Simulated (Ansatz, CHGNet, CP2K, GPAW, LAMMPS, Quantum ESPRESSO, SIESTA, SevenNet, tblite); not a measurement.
**tblite runs on amorphous Hg33S25Se8 (66 atoms)**

Aim: run amorphous Hg33S25Se8 (66 atoms) in tblite and see how near its forces come to a plane-wave reference, and at what cost.

Method: the method is named at each step, in tblite 0.8.0.

### 1. Set-up

The cell holds 66 atoms: 33 Hg, 25 S and 8 Se. Its edges and angles: a = 12.034 Å, b = 12.034 Å, c = 12.034 Å, α = 90.0°, β = 90.0°, γ = 90.0°. 66 atoms (33 Hg, 25 S, 8 Se) placed at random at 7.67 g/cm³, melted at 2500 K for 10 ps at fixed volume with the Stillinger-Weber II-VI potential (Zhou et al., Phys. Rev. B 88, 085309 (2013)). Quenched from 2500 K to 500 K at 10 K/ps and fixed volume, held 5 ps, then minimised at fixed cell.

The yardstick, on the same geometry:

- method: Kohn-Sham DFT, PBE, SSSP efficiency 1.3.0 pseudopotentials, plane waves (Quantum ESPRESSO 7.5); sssp-pbe-1.3.0-efficiency, cutoffs 45/360 Ry, Γ point
- r.m.s. force component: 0.3776 eV/Å
- longest force: 1.337 eV/Å
- pressure: -1.074 GPa
- time: 6.6 min on 4 MPI ranks of Arm Neoverse V2, shared host
- CPU time: 27 min

### 2. GFN1-xTB

Method: GFN1-xTB tight binding, diagonalisation.

Input file run.py:

```python
import numpy as np
from ase.io import read
from tblite.ase import TBLite

atoms = read("structure.xyz")
atoms.calc = TBLite(method="GFN1-xTB", electronic_temperature=580, accuracy=1.0, max_iterations=250, mixer_damping=0.4, verbosity=1)
energy = atoms.get_potential_energy()
forces = atoms.get_forces()
print(f"energy {energy:.6f} eV")
print("forces (eV/A)")
for i, (a, f) in enumerate(zip(atoms, forces)):
    print(f"{i:4d} {a.symbol:2s} {f[0]:10.5f} {f[1]:10.5f} {f[2]:10.5f}")
stress = -atoms.get_stress(voigt=False) * 160.21766
print("stress (GPa, compression positive)")
for row in stress:
    print(" ".join(f"{x:10.4f}" for x in row))
print("charges (e)")
print(np.array2string(atoms.get_charges(), precision=4, suppress_small=True, max_line_width=110, threshold=100000))
```

Input file structure.xyz:

```xyz
66
Lattice="12.03400 0.00000 0.00000 0.00000 12.03400 0.00000 0.00000 0.00000 12.03400" Properties=species:S:1:pos:R:3 pbc="T T T"
Hg 2.01762 7.60332 9.98834
Hg 11.46299 5.88944 2.42485
Hg 8.91021 9.27364 4.96535
Hg 4.48483 0.70062 1.08005
Hg 7.45242 5.85996 3.95425
Hg 10.41410 6.98429 10.73385
Hg 10.05296 9.01780 1.72832
Hg 10.81050 2.78009 8.54426
Hg 3.90720 4.22466 2.71824
Hg 10.73072 0.32119 5.31036
Hg 7.62354 5.13599 8.07108
Hg 0.20554 10.36537 8.27783
Hg 5.85659 1.54432 10.09111
Hg 5.61037 9.65404 11.04420
Hg 5.39677 10.18907 7.11221
Hg 6.72881 6.67406 0.44995
Hg 0.68594 0.56680 10.81183
Hg 7.02954 1.15490 6.31027
Hg 4.11575 6.54265 6.15864
Hg 1.01760 9.11660 3.88337
Hg 0.30963 2.00920 1.82291
Hg 11.37357 6.64794 6.67129
Hg 9.24019 11.65637 11.37839
Hg 3.09623 0.47161 4.73345
Hg 7.23604 0.52011 2.90669
Hg 2.91271 1.37862 8.45437
Hg 3.27421 7.17130 1.21315
Hg 8.34991 9.17147 8.42958
Hg 1.20713 3.92032 5.77596
Hg 8.80311 3.39214 0.51686
Hg 4.15787 4.50264 9.44801
Hg 5.07486 9.42515 3.19996
Hg 1.84662 4.22165 12.01571
S 2.77588 1.90414 2.63268
S 8.82056 11.35865 6.88321
S 7.35951 1.20280 0.28978
S 9.09650 5.32529 5.97344
S 2.00125 10.28859 10.26982
S 11.30209 11.79765 0.97596
S 3.17457 7.72089 3.96292
S 5.28593 4.49097 4.95536
S 7.84160 2.73918 4.23922
S 0.61650 6.67225 0.10855
S 5.44442 11.49307 4.77690
S 9.43730 11.30739 3.30803
S 4.61083 11.36238 9.27629
S 3.30658 2.49633 6.18475
S 1.60762 5.15657 3.59383
S 4.46329 3.21741 11.85830
S 5.95659 3.12475 7.87649
S 10.96261 7.69105 4.28615
S 6.62568 4.35426 1.65937
S 1.06128 9.45355 1.24769
S 10.83132 2.89791 5.80857
S 3.98205 10.16680 0.96946
S 10.42626 3.52825 2.66673
[... 6 atom lines left out ...]
Se 1.92063 5.84540 7.73702
Se 7.40308 8.24052 2.65145
Se 9.37160 4.55415 10.09833
Se 8.39564 9.01960 11.35733
```

Run with:

```bash
> OMP_NUM_THREADS=1 python run.py > output.txt
```

The log of the run:

```text
------------------------------------------------------------
  cycle        total energy    energy error   density error
------------------------------------------------------------
      1     -147.7787442491  -1.4731246E+02   6.2576829E-01
      2     -133.8440282166   1.3934716E+01   5.9995593E-01
      3     -145.4903282938  -1.1646300E+01   3.9705700E-01
      4     -149.1080611572  -3.6177329E+00   2.6030824E-01
      5     -149.9487829832  -8.4072183E-01   1.3591555E-01
      6     -150.0937585708  -1.4497559E-01   1.0912001E-01
      7     -149.9258367535   1.6792182E-01   1.1786204E-01
      8     -150.3257870938  -3.9995034E-01   6.9462787E-02
      9     -150.3585017346  -3.2714641E-02   5.2960248E-02
     10     -150.4019974847  -4.3495750E-02   3.0129869E-02
     11     -150.3734118901   2.8585595E-02   3.6738168E-02
     12     -150.4045985599  -3.1186670E-02   2.0462244E-02
     13     -150.4140665689  -9.4680089E-03   1.0130130E-02
     14     -150.4166485827  -2.5820139E-03   6.6680365E-03
     15     -150.4176980105  -1.0494278E-03   2.6705155E-03
     16     -150.4178531413  -1.5513076E-04   1.3253897E-03
     17     -150.4178919527  -3.8811479E-05   6.0949758E-04
     18     -150.4179048002  -1.2847437E-05   2.3820212E-04
     19     -150.4179059464  -1.1461711E-06   1.1537998E-04
     20     -150.4179062350  -2.8859537E-07   3.2033873E-05
     21     -150.4179062423  -7.3870581E-09   2.2118612E-05
     22     -150.4179062417   6.4656547E-10   2.2025264E-05
     23     -150.4179062569  -1.5230881E-08   4.4845373E-06
------------------------------------------------------------
 total:                                   1.696 sec
energy -4093.079712 eV
forces (eV/A)
   0 Hg   -0.25656    0.72380   -0.22781
   1 Hg    0.22558   -0.48067    0.61341
   2 Hg    0.11855    0.65141   -0.41946
   3 Hg   -0.37326    0.22711   -0.18565
   4 Hg   -0.21954   -1.63032    0.47415
   5 Hg    0.08126   -0.28691   -0.29858
   6 Hg    0.87946    1.12087    0.23259
   7 Hg   -0.28632   -0.05141   -0.63614
   8 Hg    0.65911   -0.23663    0.59896
   9 Hg    0.10530    0.61522   -0.18061
  10 Hg    0.18680   -0.32100   -0.48042
  11 Hg    0.31585    0.21059    0.16980
  12 Hg    0.27084    0.28399   -0.07997
  13 Hg   -0.65131    0.09104    0.15576
  14 Hg    0.11241   -0.14951    0.08447
  15 Hg   -0.00015   -0.44806    0.14648
  16 Hg   -0.36755   -0.83599    0.20984
  17 Hg    0.33153    1.00883   -0.53064
  18 Hg   -0.10977   -0.42723   -0.43059
  19 Hg    0.31325    0.26336   -0.21576
  20 Hg   -0.40160   -0.23541    0.49320
  21 Hg   -0.43687   -0.47149   -0.45446
  22 Hg    0.21082    0.31002   -0.04359
  23 Hg   -0.36466    0.32989    0.21198
[...]
58 Se   -0.07395   -0.06271    0.04133
  59 Se    0.17615   -0.85507    0.77326
  60 Se    0.12997    0.86027   -0.04645
  61 Se   -0.27948    0.01059    0.87858
  62 Se    0.44141    0.72643   -0.04581
  63 Se    0.18238   -0.23352    0.46668
  64 Se   -0.12353    0.26141    0.22604
  65 Se   -0.22479   -0.17409   -0.61245
stress (GPa, compression positive)
   -2.1185     0.3852     0.1431
    0.3852    -2.5095     0.1924
    0.1431     0.1924    -1.8222
charges (e)
[ 0.2509  0.3195  0.2865  0.3268  0.245   0.2397  0.2525  0.2096  0.3189  0.2936  0.2334  0.2554  0.2753
  0.2574  0.2609  0.1919  0.2408  0.3241  0.2097  0.2651  0.2852  0.2818  0.2719  0.2999  0.3122  0.2816
  0.2837  0.2203  0.285   0.2411  0.239   0.2338  0.2254 -0.3094 -0.3157 -0.2917 -0.3058 -0.3393 -0.2645
 -0.3129 -0.2762 -0.2035 -0.2919 -0.3092 -0.3479 -0.2921 -0.3258 -0.3591 -0.356  -0.2877 -0.3052 -0.3072
 -0.2513 -0.2778 -0.3154 -0.2652 -0.336  -0.3561 -0.1679 -0.1206 -0.1572 -0.0999 -0.1356 -0.1504 -0.1551
 -0.1285]
```

The job ended after 2.1 s (1 thread of Arm Neoverse V2, shared host; peak memory 0.13 GiB).

Banners, paths, timers and routine set-up lines are dropped from the logs unmarked, and long logs keep their key lines alone; longer cuts are marked.

Numbers from this run, and their distance from the reference:

```
r.m.s. force component                  : 0.5063 eV/Å
r.m.s. difference of force components   : 284.6 meV/Å
longest difference of force vectors     : 1188 meV/Å
force difference over r.m.s. force      : 75.36 %
slope of forces against the reference's : 1.115
correlation of force components         : 0.8316
pressure                                : -2.15 GPa
pressure difference                     : -1.076 GPa
```

Length of the force difference by element (eV/Å):

| element | atoms | mean | most |
| --- | --- | --- | --- |
| Hg | 33 | 0.43 | 1.2 |
| S | 25 | 0.47 | 0.91 |
| Se | 8 | 0.28 | 0.43 |

A closer look about S42, whose charge lies farthest from its element's mean: 9 atoms, nearest first, numbered in the order of the input, with positions taken from that point.

| atom | x | y | z | distance (Å) | bonds | Mulliken charge (e) | Fx | Fy | Fz (eV/Å) |
| --- | --- | --- | --- | --- | --- | --- | --- | --- | --- |
| S42 | 0.00 | 0.00 | 0.00 | 0.00 | 2 | -0.20 | -0.48 | -0.91 | 0.36 |
| Hg25 | -0.61 | -2.22 | -1.33 | 2.66 | 4 | 0.31 | 0.61 | 0.79 | 0.26 |
| Hg18 | -0.81 | -1.58 | 2.07 | 2.73 | 4 | 0.32 | 0.33 | 1.01 | -0.53 |
| S56 | 2.58 | 0.79 | -1.57 | 3.13 | 3 | -0.27 | -0.20 | 0.08 | -1.12 |
| Hg5 | -0.39 | 3.12 | -0.28 | 3.16 | 4 | 0.24 | -0.22 | -1.63 | 0.47 |
| S41 | -2.56 | 1.75 | 0.72 | 3.18 | 3 | -0.28 | -0.01 | 0.86 | -0.44 |
| S52 | -1.22 | 1.62 | -2.58 | 3.28 | 4 | -0.31 | 0.41 | 1.64 | -0.01 |
| S37 | 1.25 | 2.59 | 1.73 | 3.36 | 3 | -0.31 | 0.09 | 0.47 | 0.48 |
| S54 | 2.99 | 0.16 | 1.57 | 3.38 | 3 | -0.28 | 0.45 | -0.38 | 1.13 |

Atoms are counted from 1 here, from 0 in the log.

Forces lie 75 % from the reference's, at 0.0013 times its CPU time (on 1 against 4 cores).

### 3. Outcome

| Quantity | Value |
| --- | --- |
| force difference from the reference | tblite GFN1-xTB, 75 % |
| its CPU time | 2.1 s |

Tight binding differs by 75 % (tblite GFN1-xTB); it is another model, with fitted parameters of its own, and the xTB methods hold dispersion. One electronic-structure run takes under half the reference's CPU time: tblite GFN1-xTB, at 75 % in 2.1 s against 27 min, too far off to be of use. Periodic xTB results under one method name differ between programs and library versions. The reference's pressure holds the uncorrected Pulay stress of its 45 Ry basis, so small pressure differences, and their order, may be the reference's own error. The quench rate of 10 K/ps is many orders above laboratory rates, so the cell is likely richer in defects and strain than a real sample. The network of bonds at the start is that of the classical potential that made the cell, and needn't be the one that DFT or experiment would give. The electronic-structure runs sample only Γ, in a cell whose shortest periodic width is 12 Å, which is coarse for a cell with partly filled levels. Spin–orbit coupling is left out, which matters for the levels of the heavy elements.

[Also dropped from logs without a mark: logging warnings of Python, and SIESTA's first energy breakdown and zero terms.]

[Logs are printed without paths, hosts, clocks, repeated set-up lines and the standing remarks that a program may print on its own settings, such as how far it seeks lower states.]

[Hosts, paths, dates, database ids (printed as entryN), source tags and the programs' standing remarks are cut or masked in the printed files.]
